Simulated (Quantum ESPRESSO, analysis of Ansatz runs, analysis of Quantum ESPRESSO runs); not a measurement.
# Cu on a Zn site in ZnO: charge-transition level against experiment (Quantum ESPRESSO), part 2 of 4

Subject: Cu on a Zn site in ZnO. Wanted: its charge-transition level, in one set-up (QE: PBE, GBRV 1.5 PBE, 72-site cell, PBE lattice, k: the zone centre alone then 2x2x2 shifted, dielectric constants 3.7 and 8.5 (handbook)). The model is a cell of 72 host atoms with 1 Zn taken out and 1 Cu put in. The level is the Fermi energy at which two charge states have equal formation energy, after a correction for the images of the charge. Other potentials or another program check that the number doesn't hang on one set of files.

Quantum ESPRESSO 7.5; QE: PBE, GBRV 1.5 PBE, 72-site cell, PBE lattice, k: the zone centre alone then 2x2x2 shifted, dielectric constants 3.7 and 8.5 (handbook).

So far: Starting point; Relaxation, charge 0.

### 2. Relaxation, charge 0 (continued)

Level of this step: Quantum ESPRESSO plane-wave DFT, PBE, GBRV 1.5 PBE potentials; relaxation of all atoms of a defect supercell (Quantum ESPRESSO).

Relaxation path (22 of 27):

| step | energy less that of the first step (eV) |
| --- | --- |
| 0 | 0.0000 |
| 1 | -0.5057 |
| 2 | -0.8807 |
| 4 | -0.9672 |
| 5 | -0.9768 |
| 6 | -0.9848 |
| 7 | -0.9890 |
| 9 | -0.9988 |
| 10 | -1.0014 |
| 11 | -1.0031 |
| 12 | -1.0045 |
| 14 | -1.0064 |
| 15 | -1.0069 |
| 16 | -1.0073 |
| 17 | -1.0077 |
| 19 | -1.0083 |
| 20 | -1.0086 |
| 21 | -1.0089 |
| 22 | -1.0092 |
| 24 | -1.0097 |
| 25 | -1.0099 |
| 26 | -1.0101 |

The atoms that moved most (Å):

| atom | dx | dy | dz | length |
| --- | --- | --- | --- | --- |
| Cu38 | 0.003 | -0.002 | -0.107 | 0.107 |
| O36 | -0.074 | 0.045 | 0.013 | 0.088 |
| Zn57 | -0.022 | -0.040 | -0.060 | 0.075 |
| O28 | 0.039 | -0.018 | -0.059 | 0.073 |
| Zn29 | 0.013 | 0.065 | -0.027 | 0.072 |
| Zn6 | 0.069 | -0.003 | 0.005 | 0.070 |
| Zn70 | 0.008 | -0.067 | -0.012 | 0.069 |
| Zn30 | 0.027 | 0.028 | 0.056 | 0.068 |

Neighbours of Cu38 at the end:

| atom | distance (Å) |
| --- | --- |
| O60 | 1.965 |
| O28 | 1.970 |
| O36 | 2.040 |
| O39 | 2.092 |
| Zn25 | 3.207 |
| Zn33 | 3.207 |
| Zn57 | 3.210 |
| O35 | 3.242 |
| Zn6 | 3.256 |
| Zn70 | 3.260 |
| Zn62 | 3.267 |
| Zn30 | 3.272 |
| Zn61 | 3.285 |
| Zn29 | 3.287 |
| Zn14 | 3.302 |

Read from the output:

| Property | Result |
| --- | --- |
| total moment | 1.000 μB |
| integral of the absolute spin density | 1.166 μB |

From the first step to the last the energy fell by 1.010 eV, and the largest move was 0.11 Å (Cu38). Judged within 0.08 Å, the space group went from P1 to Cm.

### 3. Single point, charge 0

The relaxed structure is kept, and the final numbers are taken at the final level and k-points.

This step: Quantum ESPRESSO plane-wave DFT, PBE, GBRV 1.5 PBE potentials; single point of a defect supercell.

pw.in

```
&CONTROL
  calculation = 'scf'
  prefix = 'pwscf'
  outdir = './tmp'
  pseudo_dir = './pseudo'
  tprnfor = .true.
  disk_io = 'low'
/
&SYSTEM
  ibrav = 0
  nat = 72
  ntyp = 3
  ecutwfc = 45
  ecutrho = 360
  nbnd = 472
  occupations = 'smearing'
  smearing = 'fd'
  degauss = 0.00073499
  nspin = 2
  starting_magnetization(1) = 0.025
  starting_magnetization(2) = 0.0833
  starting_magnetization(3) = 0.0263
  tot_magnetization = 1
  nosym = .true.
/
&ELECTRONS
  conv_thr = 7d-08
  electron_maxstep = 100
  mixing_beta = 0.3
/
ATOMIC_SPECIES
Zn    65.3800 zn_pbe_v1.uspp.F.UPF
O     15.9990 o_pbe_v1.2.uspp.F.UPF
Cu    63.5460 cu_pbe_v1.2.uspp.F.UPF
CELL_PARAMETERS angstrom
   9.8424224986    0.0000000000    0.0000000000
  -4.9212112493    8.5237879996    0.0000000000
   0.0000000000    0.0000000000   10.5930621374
ATOMIC_POSITIONS crystal
Zn     0.1118253552    0.2227500597    0.2503337935
Zn     0.2228194960    0.1115462829    0.0004724353
[... 3 atom lines left out ...]
Zn     0.2258249565    0.1133118791    0.5002546972
[... 18 atom lines left out ...]
Zn     0.4461752638    0.2236642048    0.2482652753
[... 2 atom lines left out ...]
O      0.4492550259    0.2229401248    0.4380158310
Zn     0.4462302392    0.2249704544    0.7499262944
[... 3 atom lines left out ...]
Zn     0.4445193206    0.5561798114    0.2519349308
[... 2 atom lines left out ...]
O      0.4433222911    0.5588458663    0.4401435726
Zn     0.4443023986    0.5561348779    0.7494811192
Cu     0.5574239753    0.4432523700    0.4941087006
O      0.5541839561    0.4456710866    0.6915665961
[... 20 atom lines left out ...]
O      0.7769829890    0.5519866476    0.4374683340
Zn     0.7751877084    0.5543842956    0.7499783200
[... 8 atom lines left out ...]
Zn     0.8875149011    0.7754157880    0.5001905340
[... 1 atom line left out ...]
O      0.7782363396    0.8891725552    0.9396727894
K_POINTS automatic
2 2 2 1 1 1
```

pp_potential.in

```
&INPUTPP
  prefix = 'pwscf'
  outdir = './tmp'
  filplot = 'potential.dat'
  plot_num = 11
/
&PLOT
  nfile = 1
  filepp(1) = 'potential.dat'
  iflag = 3
  output_format = 6
  fileout = 'potential.cube'
/
```

Command:

```console
> OMP_NUM_THREADS=1 mpirun -n 16 pw.x -nk 2 -in pw.in > pw.out
> OMP_NUM_THREADS=1 mpirun -n 16 pp.x -in pp_potential.in > pp_potential.out
```

Log:

```text
[banner, memory and clock lines left out]
          URL

     one sub-group per band group will be used

     bravais-lattice index     =            0
     lattice parameter (alat)  =      18.5995  a.u.
     unit-cell volume          =    5997.2584 (a.u.)^3
     number of atoms/cell      =           72
     number of atomic types    =            3
     number of electrons       =       935.00 (up: 468.00, down: 467.00)
     number of Kohn-Sham states=          472
     kinetic-energy cutoff     =      45.0000  Ry
     charge density cutoff     =     360.0000  Ry
     scf convergence threshold =      7.0E-08
     mixing beta               =       0.3000
     number of iterations used =            8  plain     mixing
     Exchange-correlation= SLA  PW   PBE  PBE
                           (   1   4   3   4   0   0   0)

     celldm(1)=  18.599483  celldm(2)=   0.000000  celldm(3)=   0.000000
     celldm(4)=   0.000000  celldm(5)=   0.000000  celldm(6)=   0.000000

     crystal axes: (cart. coord. in units of alat)
               a(1) = (   1.000000   0.000000   0.000000 )
               a(2) = (  -0.500000   0.866025   0.000000 )
               a(3) = (   0.000000   0.000000   1.076266 )

     reciprocal axes: (cart. coord. in units 2 pi/alat)
               b(1) = (  1.000000  0.577350 -0.000000 )
               b(2) = (  0.000000  1.154701  0.000000 )
               b(3) = (  0.000000 -0.000000  0.929139 )

     PseudoPot. # 1 for Zn read from file:
     zn_pbe_v1.uspp.F.UPF
     Pseudo is Ultrasoft, Zval = 20.0
     Generated by new atomic code, or converted to UPF format
     Using radial grid of  943 points,  6 beta functions with:
                l(1) =   0
                l(2) =   0
                l(3) =   1
                l(4) =   1
                l(5) =   2
                l(6) =   2
     Q(r) pseudized with  8 coefficients,  rinner =    1.100   1.100   1.100
                                                       1.100   1.100

     PseudoPot. # 2 for O  read from file:
     o_pbe_v1.2.uspp.F.UPF
     Pseudo is Ultrasoft + core correction, Zval =  6.0
     Generated by new atomic code, or converted to UPF format
     Using radial grid of  737 points,  5 beta functions with:
                l(1) =   0
                l(2) =   0
                l(3) =   1
                l(4) =   1
                l(5) =   2
     Q(r) pseudized with  8 coefficients,  rinner =    0.900   0.900   0.900
                                                       0.900   0.900

     PseudoPot. # 3 for Cu read from file:
     cu_pbe_v1.2.uspp.F.UPF
     Pseudo is Ultrasoft + core correction, Zval = 19.0
     Generated by new atomic code, or converted to UPF format
     Using radial grid of  867 points,  6 beta functions with:
                l(1) =   0
                l(2) =   0
                l(3) =   1
                l(4) =   1
                l(5) =   2
                l(6) =   2
     Q(r) pseudized with  8 coefficients,  rinner =    1.150   1.150   1.150
                                                       1.150   1.150

     atomic species   valence    mass     pseudopotential
     Zn               20.00    65.38000     Zn( 1.00)
     O                 6.00    15.99900     O ( 1.00)
     Cu               19.00    63.54600     Cu( 1.00)

     Starting magnetic structure
     atomic species   magnetization
     Zn              0.025
     O               0.083
     Cu              0.026

     No symmetry found

   Cartesian axes

     site n.     atom                  positions (alat units)
         1        Zn     tau(   1) = (   0.0004503   0.1929072   0.2694257  )
         2        Zn     tau(   2) = (   0.1670464   0.0966019   0.0005085  )
         3        O      tau(   3) = (   0.1674226   0.0963692   0.2046721  )
         4        O      tau(   4) = (   0.0020749   0.1931489   0.4733358  )
         5        Zn     tau(   5) = (   0.0007958   0.1930102   0.8076698  )
         6        Zn     tau(   6) = (   0.1691690   0.0981310   0.5384070  )
         7        O      tau(   7) = (   0.1674543   0.0967745   0.7415068  )
         8        O      tau(   8) = (   0.0003029   0.1926800   1.0114446  )
         9        Zn     tau(   9) = (  -0.1665714   0.4813419   0.2697386  )
        10        Zn     tau(  10) = (   0.0001264   0.3852630   0.0006354  )
        11        O      tau(  11) = (  -0.0000503   0.3851803   0.2044650  )
        12        O      tau(  12) = (  -0.1673651   0.4815237   0.4736914  )
        13        Zn     tau(  13) = (  -0.1675308   0.4818404   0.8083660  )
        14        Zn     tau(  14) = (   0.0004002   0.3858426   0.5393501  )
        15        O      tau(  15) = (  -0.0014410   0.3853769   0.7426094  )
        16        O      tau(  16) = (  -0.1667502   0.4817555   1.0119359  )
        17        Zn     tau(  17) = (  -0.3330668   0.7700239   0.2696976  )
        18        Zn     tau(  18) = (  -0.1665991   0.6741059   0.0009348  )
        19        O      tau(  19) = (  -0.1664250   0.6739571   0.2047950  )
        20        O      tau(  20) = (  -0.3339695   0.7705895   0.4740677  )
[...]
38        Cu     tau(  38) = (   0.3357978   0.3838678   0.5317923  )
[...]
atom   6 (R=0.083)  charge= 17.4107  magn=  0.0078
     atom   7 (R=0.082)  charge=  5.3841  magn=  0.0016
     atom   8 (R=0.082)  charge=  5.3855  magn=  0.0003
     atom   9 (R=0.083)  charge= 17.4148  magn=  0.0003
     atom  10 (R=0.083)  charge= 17.4149  magn=  0.0001
[...]
atom  68 (R=0.082)  charge=  5.3845  magn=  0.0018
     atom  69 (R=0.083)  charge= 17.4146  magn=  0.0002
     atom  70 (R=0.083)  charge= 17.4108  magn=  0.0076
     atom  71 (R=0.082)  charge=  5.3839  magn=  0.0014
     atom  72 (R=0.082)  charge=  5.3857  magn=  0.0002

     End of self-consistent calculation

 ------ SPIN UP ------------

          k = 0.2500 0.4330 0.2323 ( 30589 PWs)   bands (ev):

  -115.3002-115.2985-115.2311-115.2225-115.2165-115.2097-115.2054-115.2010
  -115.1994-115.1946-115.1873-115.1870-115.1869-115.1869-115.1862-115.1860
  -115.1859-115.1858-115.1855-115.1853-115.1846-115.1835-115.1831-115.1821
  -115.1798-115.1764-115.1750-115.1747-115.1730-115.1723-115.1716-115.1704
  -115.1700-115.1596-115.1337-103.4128 -69.5008 -69.4988 -69.4970 -69.4954
   -69.4827 -69.4813 -69.4318 -69.4265 -69.4249 -69.4183 -69.4179 -69.4152
   -69.4113 -69.4105 -69.4066 -69.4059 -69.4051 -69.4050 -69.4004 -69.3998
   -69.3977 -69.3955 -69.3954 -69.3948 -69.3945 -69.3944 -69.3932 -69.3929
   -69.3883 -69.3880 -69.3849 -69.3844 -69.3837 -69.3837 -69.3835 -69.3833
   -69.3830 -69.3828 -69.3827 -69.3823 -69.3823 -69.3817 -69.3815 -69.3815
   -69.3811 -69.3810 -69.3808 -69.3807 -69.3807 -69.3805 -69.3805 -69.3804
   -69.3803 -69.3802 -69.3801 -69.3801 -69.3799 -69.3798 -69.3797 -69.3797
   -69.3794 -69.3794 -69.3790 -69.3788 -69.3788 -69.3785 -69.3781 -69.3777
   -69.3774 -69.3771 -69.3768 -69.3759 -69.3745 -69.3744 -69.3739 -69.3738
   -69.3730 -69.3710 -69.3706 -69.3704 -69.3700 -69.3699 -69.3696 -69.3692
[...]
k = 0.2500 0.4330-0.2323 ( 30589 PWs)   bands (ev):

  -115.3002-115.2985-115.2311-115.2225-115.2165-115.2097-115.2054-115.2010
  -115.1994-115.1946-115.1873-115.1870-115.1869-115.1869-115.1862-115.1860
  -115.1859-115.1858-115.1855-115.1853-115.1846-115.1835-115.1831-115.1821
  -115.1798-115.1764-115.1750-115.1747-115.1730-115.1723-115.1716-115.1704
  -115.1700-115.1596-115.1337-103.4128 -69.5008 -69.4988 -69.4970 -69.4954
[...]
k = 0.2500-0.1443 0.2323 ( 30564 PWs)   bands (ev):

  -115.3002-115.2985-115.2311-115.2225-115.2165-115.2097-115.2054-115.2010
  -115.1994-115.1946-115.1873-115.1870-115.1869-115.1869-115.1862-115.1860
[...]
-115.1700-115.1596-115.1337-103.4128 -69.5008 -69.4988 -69.4970 -69.4954
[...]
k = 0.2500-0.1443-0.2323 ( 30564 PWs)   bands (ev):

[...]
-115.1700-115.1596-115.1337-103.4128 -69.5008 -69.4988 -69.4970 -69.4954
[...]
------ SPIN DOWN ----------

          k = 0.2500 0.4330 0.2323 ( 30589 PWs)   bands (ev):

[...]
-115.1658-115.1558-115.1309-102.5853 -69.4856 -69.4833 -69.4832 -69.4815
[...]
k = 0.2500 0.4330-0.2323 ( 30589 PWs)   bands (ev):

[...]
-115.1658-115.1558-115.1309-102.5853 -69.4856 -69.4833 -69.4832 -69.4815
[...]
k = 0.2500-0.1443 0.2323 ( 30564 PWs)   bands (ev):

[...]
-115.1797-115.1761-115.1748-115.1744-115.1728-115.1721-115.1714-115.1703
  -115.1658-115.1558-115.1309-102.5853 -69.4856 -69.4833 -69.4832 -69.4815
[...]
k = 0.2500-0.1443-0.2323 ( 30564 PWs)   bands (ev):

  -115.2876-115.2857-115.2236-115.2171-115.2114-115.2017-115.1996-115.1992
  -115.1987-115.1938-115.1867-115.1867-115.1864-115.1860-115.1856-115.1855
  -115.1853-115.1852-115.1849-115.1843-115.1832-115.1820-115.1811-115.1798
  -115.1797-115.1761-115.1748-115.1744-115.1728-115.1721-115.1714-115.1703
  -115.1658-115.1558-115.1309-102.5853 -69.4856 -69.4833 -69.4832 -69.4815
[...]
7.0416   7.0855   7.0858   7.1299   7.1586   7.1665   7.2045   7.2219
     7.2288   7.2384   7.2630   7.2772   7.3120   7.3299   7.3430   7.3697
     7.4131   7.4219   7.4839   7.4895   7.5186   7.5244   7.5400   7.5660
     7.5867   7.6286   7.7334   7.7715   7.8313   7.8882   7.9843   8.0319
     8.0769   8.5779   8.6315   8.7788   9.8170  11.0932  11.5118  12.1240

     the spin up/dw Fermi energies are     9.2333    8.6523 ev

!    total energy              =  -17723.00939368 Ry
     estimated scf accuracy    <       0.00000006 Ry
     smearing contrib. (-TS)   =      -0.00048956 Ry
     internal energy E=F+TS    =  -17723.00890412 Ry

     The total energy is F=E-TS. E is the sum of the following terms:
     one-electron contribution =  -14632.06461638 Ry
     hartree contribution      =    7691.79676460 Ry
     xc contribution           =   -1781.50738357 Ry
     ewald contribution        =   -9001.23366877 Ry

     total magnetization       =     1.00 Bohr mag/cell
     absolute magnetization    =     1.08 Bohr mag/cell

     convergence has been achieved in  25 iterations

     Forces acting on atoms (cartesian axes, Ry/au):

     atom    1 type  1   force =     0.00047326   -0.00027624   -0.00027700
     atom    2 type  1   force =    -0.00035704   -0.00039284   -0.00041001
     atom    3 type  2   force =    -0.00021717    0.00059767   -0.00025604
     atom    4 type  2   force =    -0.00058603    0.00063520    0.00075668
     atom    5 type  1   force =     0.00002088   -0.00031243   -0.00060573
     atom    6 type  1   force =     0.00029724   -0.00060168   -0.00132248
     atom    7 type  2   force =     0.00025232    0.00024512    0.00164394
     atom    8 type  2   force =     0.00051286    0.00046823    0.00050983
     atom    9 type  1   force =    -0.00015630    0.00014472   -0.00027923
     atom   10 type  1   force =    -0.00079647   -0.00003764   -0.00034530
[...]
atom   68 type  2   force =    -0.00061035    0.00010397    0.00066228
     atom   69 type  1   force =     0.00045388    0.00029700   -0.00070328
     atom   70 type  1   force =     0.00039716    0.00000754   -0.00141754
     atom   71 type  2   force =    -0.00035371   -0.00031674    0.00155033
     atom   72 type  2   force =    -0.00032853   -0.00049426    0.00066565

     Total force =     0.014836     Total SCF correction =     0.000776
```

The job ended after 24 min (16 MPI ranks of Arm Neoverse V2, shared host; peak memory 8.2 GiB; 6.4 h of CPU time).

Read from the output:

* total moment: 1.000 μB
* integral of the absolute spin density: 1.084 μB

[end of part 2 of 4]

[Logs are printed without paths, hosts, clocks, repeated set-up lines and the standing remarks that a program may print on its own settings, such as how far it seeks lower states.]

[Hosts, paths, dates, database ids (printed as entryN), source tags and the programs' standing remarks are cut or masked in the printed files.]

[For some hosts the program warned that the k-mesh of the response run may be too coarse for force constants and the static dielectric constant; such warnings are not shown here.]
